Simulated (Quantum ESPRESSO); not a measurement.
# AlNi (Pm-3m): from the cell to the phonon bands, part 3 of 4

How does AlNi (Pm-3m) vibrate, and is this structure a minimum?

Quantum ESPRESSO 7.5; DFT PBE, scalar-relativistic, plane waves, GBRV ultrasoft pseudopotentials.

So far. Step 7 (Phonons on a q mesh): The acoustic modes at Γ come out as far as 3.9 cm⁻¹ from zero, where they should vanish, a small numerical error. The relaxed cell has a = 2.893 Å (conventional setting).

The database entry behind the starting cell differs from later determinations by our own check (about 0.2 % short), so it need not match the best structure at ambient conditions.

### Step 9. Interpolated phonon bands

From the force constants any wavevector is cheap; points of the mesh come back as solved, but for the sum rule and, in polar crystals, the LO-TO term at Γ; the rest is interpolation.

matdyn.in reads:

```
&input
   asr = 'crystal'
   flfrc = 'x.fc'
   flfrq = 'x.freq'
   flvec = 'x.modes'
   q_in_band_form = .true.
   q_in_cryst_coord = .true.
/
8
  0.0000000   0.0000000   0.0000000  12  ! GAMMA
  0.0000000   0.5000000   0.0000000  12  ! X
  0.5000000   0.5000000   0.0000000  12  ! M
  0.0000000   0.0000000   0.0000000  12  ! GAMMA
  0.5000000   0.5000000   0.5000000  12  ! R
  0.0000000   0.5000000   0.0000000   1  ! X
  0.5000000   0.5000000   0.5000000  12  ! R
  0.5000000   0.5000000   0.0000000   1  ! M
```

Run with:

```bash
> matdyn.x -in matdyn.in > matdyn.out
```

Numbers of over 12 decimals in the logs are rounded to 6 here.

The log of the run:

```text
[banner, memory and clock lines left out]
Program MATDYN v.7.5

 mass for atomic type   1 not given; uses mass from file x.fc
 mass for atomic type   2 not given; uses mass from file x.fc
 Norm of the difference between old and new effective charges:    0.000000

 Norm of the difference between old and new force-constants:   5.03101e-05

     Message from routine matdyn:
     Z* not found in file x.fc, TO-LO splitting at q=0 will be absent!
     Message from routine matdyn:
     Z* not found in file x.fc, TO-LO splitting at q=0 will be absent!

Note: The following floating-point exceptions are signalling: IEEE_UNDERFLOW_FLAG
```

The job ended after 0.47 s (1 thread of Arm Neoverse V1, shared host).

Numbers from this step:

- lowest frequency on the path: 0 cm⁻¹
- mean frequency: 222.9 cm⁻¹
- Debye temperature (second moment): 446 K
- logarithmic mean frequency: 203.6 cm⁻¹

Matdyn.x, sum rule crystal. The phonon branches at the labelled points (cm⁻¹):

```
    point  branch 1  branch 2  branch 3  branch 4  branch 5  branch 6
        Γ         0         0         0       290       290       290
  halfway       115       115       143       276       276       320
        X       166       166       178       260       260       360
  halfway       132       137       177       257       311       352
        M        96        96       187       253       345       345
  halfway        91       149       170       267       313       316
        Γ         0         0         0       290       290       290
  halfway       127       127       167       306       306       312
        R       147       147       147       328       328       328
  halfway       122       149       155       296       307       346
        X       166       166       178       260       260       360
jump to R       147       147       147       328       328       328
  halfway       123       123       168       293       337       337
        M        96        96       187       253       345       345
```

The phonon branches as a text plot (rows in cm⁻¹):

```
    353 |     *********                             ******
    338 |             ******                    ****       ******
    323 |   **      **     **            **********       **
    308 |  *                 **        ***        ***       *
    293 |**        *          *********             ***      *
    278 |  ***    *          ***                      **      *
    263 |     *******     ***                          ***     *
    248 |            *****                                      *
    233 |
    218 |
    203 |
    188 |            *****                                     **
    173 |     *******     ** *        ***               **   **
    158 |    *** **         * *          *        *******  **
    143 |   *      *       *         *    *********** *   **
    128 |    *      *     *  * *        **       *****      **
    113 |  **        *   *    *     *  *                      *
     98 |             *******         *                        **
     83 |  *                 * **    *
     68 |                     *
     53 | *                    *** **
     38 | *                     *
     23 |*                       * *
      8 |                         *
         Γ      X      M          Γ            R        X|R     M
```

Lowest modes at the softest wavevector of the mesh; phase exp(i q.(R + tau)). The modes at q = (0.000, -0.333, 0.333) (shares of kinetic energy by element, %):

```
mode  frequency (cm⁻¹)  Al %  Ni %
   1              97.1    18    82
   2             149.7     7    93
   3             172.8     5    95
   4             258.5    95     5
   5             330.3    82    18
   6             331.9    93     7
```

Displacements in mode 1 (97.1 cm⁻¹), the largest set to 1, in the home cell:
```
Al1 0.00 0.68 0.68
Ni2 0.00 1.00 1.00
```

Displacements in mode 4 (258.5 cm⁻¹), the largest set to 1, in the home cell:
```
Al1  1.00  0.00  0.00
Ni2 -0.15  0.00  0.00
```

Force constants by pair (phonopy on the run's constants); pairs near half the supercell's span include their periodic images. Pair force constants, by row:

```
atom  neighbour  distance (Å)  third of the trace (eV/Å²)  along the pair's line (eV/Å²)
 Al1     itself             0                       8.663                              –
 Al1         Ni         2.506                     -0.6492                         -2.105
 Al1         Al         2.893                     -0.3182                         -1.145
 Al1         Al         4.092                     -0.0384                        -0.1633
 Al1         Ni         4.798                     -0.0383                        -0.0437
 Al1         Al         5.011                     -0.0737                         -0.211
 Al1         Ni         6.305                     -0.0092                        -0.0134
 Ni2     itself             0                       6.002                              –
 Ni2         Al         2.506                     -0.6492                         -2.105
 Ni2         Ni         2.893                      0.0595                         0.1388
 Ni2         Ni         4.092                     -0.0681                        -0.2431
 Ni2         Al         4.798                     -0.0383                        -0.0437
 Ni2         Ni         5.011                      0.0202                         0.0914
 Ni2         Al         6.305                     -0.0092                        -0.0134
```

Harmonic mean-square displacement, third of the trace. Mean-square displacements:

```
T (K)  Al1 U_eq (Å²)  Ni2 U_eq (Å²)
    0         0.0024        0.00202
  100         0.0028        0.00284
  300        0.00533        0.00684
  600        0.00993        0.01335
```

Mode patterns, pair constants, displacements and means over the zone were worked out by phonopy from the force constants of q2r.x.

All branches are real along the path.

### Step 10. Sums over the zone

Sums over the zone need many more wavevectors than were solved, so the interpolation is sampled on a dense mesh.

matdyn.in reads:

```
&input
   asr = 'crystal'
   flfrc = 'x.fc'
   dos = .true.
   fldos = 'x.dos'
   nk1 = 16
   nk2 = 16
   nk3 = 16
   deltaE = 1.0
   la2F = .true.
/
```

Run with:

```bash
> matdyn.x -in matdyn.in > matdyn.out
```

The log of the run:

```text
[banner, memory and clock lines left out]
Program MATDYN v.7.5

 mass for atomic type   1 not given; uses mass from file x.fc
 mass for atomic type   2 not given; uses mass from file x.fc
 Norm of the difference between old and new effective charges:    0.000000

 Norm of the difference between old and new force-constants:   5.03101e-05

     Message from routine matdyn:
     Z* not found in file x.fc, TO-LO splitting at q=0 will be absent!
 Norm of the difference between old and new effective charges:    0.000000

 Norm of the difference between old and new force-constants:   0.000377663

 Norm of the difference between old and new effective charges:    0.000000

 Norm of the difference between old and new force-constants:   0.000222481

 Norm of the difference between old and new effective charges:    0.000000

 Norm of the difference between old and new force-constants:   0.000226959

 Norm of the difference between old and new effective charges:    0.000000

 Norm of the difference between old and new force-constants:   0.000211894

 Norm of the difference between old and new effective charges:    0.000000

 Norm of the difference between old and new force-constants:   0.00019105

 Norm of the difference between old and new effective charges:    0.000000

 Norm of the difference between old and new force-constants:   0.000181455

 Norm of the difference between old and new effective charges:    0.000000

 Norm of the difference between old and new force-constants:   0.000184414

 Norm of the difference between old and new effective charges:    0.000000

 Norm of the difference between old and new force-constants:   0.000198948

 Norm of the difference between old and new effective charges:    0.000000

 Norm of the difference between old and new force-constants:   0.000226081

 Norm of the difference between old and new effective charges:    0.000000

 Norm of the difference between old and new force-constants:   0.000268974

Note: The following floating-point exceptions are signalling: IEEE_UNDERFLOW_FLAG
```

Wall time 20 s (1 thread).

This step gave:

| Quantity | Value |
| --- | --- |
| share of modes beyond 3i cm⁻¹ on the dense interpolated mesh | 0 |
| zero-point energy per atom | 41.45 meV |
| heat capacity at 300 K | 22.44 J/(mol atoms K) |
| vibrational entropy at 300 K | 26.84 J/(mol atoms K) |

The phonon density of states has structure finer than the step of the table below, so its rows give means over 10 cm⁻¹, whole bins alone (the curve runs from 0 to 360 cm⁻¹). Peaks (cm⁻¹: height): total 122.0: 0.0431, 142.0: 0.0445, 170.0: 0.0751, 286.0: 0.0341, 344.0: 0.0441; Al 122.0: 0.00609, 286.0: 0.0295, 344.0: 0.0394; Ni 122.0: 0.0370, 142.0: 0.0408, 170.0: 0.0734.

Tetrahedra. The phonon density of states by wavenumber; means over each step; values in 1/cm⁻¹/cell:

```
wavenumber (cm⁻¹)    total       Al       Ni
               10   1.5e-5   4.0e-6   1.1e-5
               20   6.2e-5   1.8e-5   4.2e-5
               30   1.8e-4   5.7e-5   1.3e-4
               40   5.1e-4   1.5e-4   3.6e-4
               50   8.6e-4   2.5e-4   6.1e-4
               60  0.00150   4.2e-4  0.00107
               70  0.00214   5.8e-4  0.00156
               80  0.00351   8.9e-4  0.00261
               90  0.00568  0.00133  0.00436
              100   0.0172  0.00321   0.0140
              110   0.0268  0.00442   0.0224
              120   0.0359  0.00520   0.0307
              130   0.0310  0.00377   0.0272
              140   0.0376  0.00347   0.0341
              150   0.0361  0.00252   0.0336
              160   0.0337  0.00146   0.0322
              170   0.0526  0.00116   0.0514
              180   0.0136   1.2e-4   0.0135
              190  0.00127   1.0e-6  0.00126
              200        0        0        0
              210        0        0        0
              220        0        0        0
              230        0        0        0
              240        0        0        0
              250   8.2e-4   8.1e-4   2.0e-6
              260   0.0212   0.0207   5.5e-4
              270   0.0301   0.0278  0.00231
              280   0.0320   0.0281  0.00387
              290   0.0302   0.0262  0.00399
              300   0.0254   0.0225  0.00289
              310   0.0259   0.0230  0.00287
              320   0.0282   0.0252  0.00298
              330   0.0378   0.0343  0.00340
              340   0.0419   0.0376  0.00425
              350   0.0229   0.0211  0.00179
```

Harmonic thermodynamic functions per atom, summed over the density of states scaled to three modes an atom; melting is ignored. Thermodynamic functions:

```
T (K)  F_vib (meV/atom)  S (J/mol-atom/K)  C_V (J/mol-atom/K)
    0             41.45                 0                   0
   50             41.27             1.471               4.185
  100             39.17             6.924               12.08
  200             25.94             18.21               19.89
  300              2.39             26.84               22.44
  400               -29             33.46               23.48
  500            -66.51             38.76               23.99
  600              -109             43.16               24.27
  700            -155.8             46.91               24.45
  800            -206.1             50.19               24.56
  900            -259.6             53.08               24.64
 1000              -316             55.68                24.7
```

At 300 K the heat capacity has reached 90 % of the Dulong-Petit value.

### Step 11. Modes with the sum rule

A rigid shift of the crystal must cost nothing, but grids and finite bases break this; the acoustic sum rule is imposed before the matrix is diagonalised again.

dynmat.in reads:

```
&input
   fildyn = 'x.dyn1'
   asr = 'simple'
   fileig = 'dynmat.eig'
/
```

Run with:

```bash
> dynmat.x -in dynmat.in > dynmat.out
```

The log of the run:

```text
[banner, memory and clock lines left out]
Program DYNMAT v.7.5

     Reading Dynamical Matrix from file x.dyn1
     ...Force constants read
     ...epsilon and Z* not read (not found on file)
     A direction for q was not specified:TO-LO splitting will be absent

     Polarizability (A^3 units)
     multiply by 1.000000 for Clausius-Mossotti correction
         0.000000    0.000000    0.000000
         0.000000    0.000000    0.000000
         0.000000    0.000000    0.000000

     IR activities are in (D/A)^2/amu units

# mode   [cm-1]    [THz]      IR
    1      0.00    0.0000    0.0000
    2      0.00    0.0000    0.0000
    3      0.00    0.0000    0.0000
    4    289.63    8.6829    0.0000
    5    289.63    8.6829    0.0000
    6    289.63    8.6829    0.0000
```

It took 0.46 s on 1 thread.

Unit eigenvectors of the mass-weighted matrix after the sum rule; no LO-TO term. Modes at Γ, with each element's share of the kinetic energy:

```
mode  frequency (cm⁻¹)  symmetry  Al %  Ni %
   1               0.0  acoustic    31    69
   2               0.0  acoustic    31    69
   3               0.0  acoustic    31    69
   4             289.6       T1u    69    31
   5             289.6       T1u    69    31
   6             289.6       T1u    69    31
```

Displacements in mode 5 (289.6 cm⁻¹), the largest set to 1:
```
Al1  0.00  0.00  1.00
Ni2  0.00  0.00 -0.46
```

The rule moves no optical mode by more than 0.1 cm⁻¹.

(Part 3 of 4 ends here.)

[Host names and launcher messages were left out of these logs when they were recorded.]

[Logs are printed without paths, hosts, clocks, repeated set-up lines and the standing remarks that a program may print on its own settings, such as how far it seeks lower states.]

[Hosts, paths, dates, database ids (printed as entryN), source tags and the programs' standing remarks are cut or masked in the printed files.]
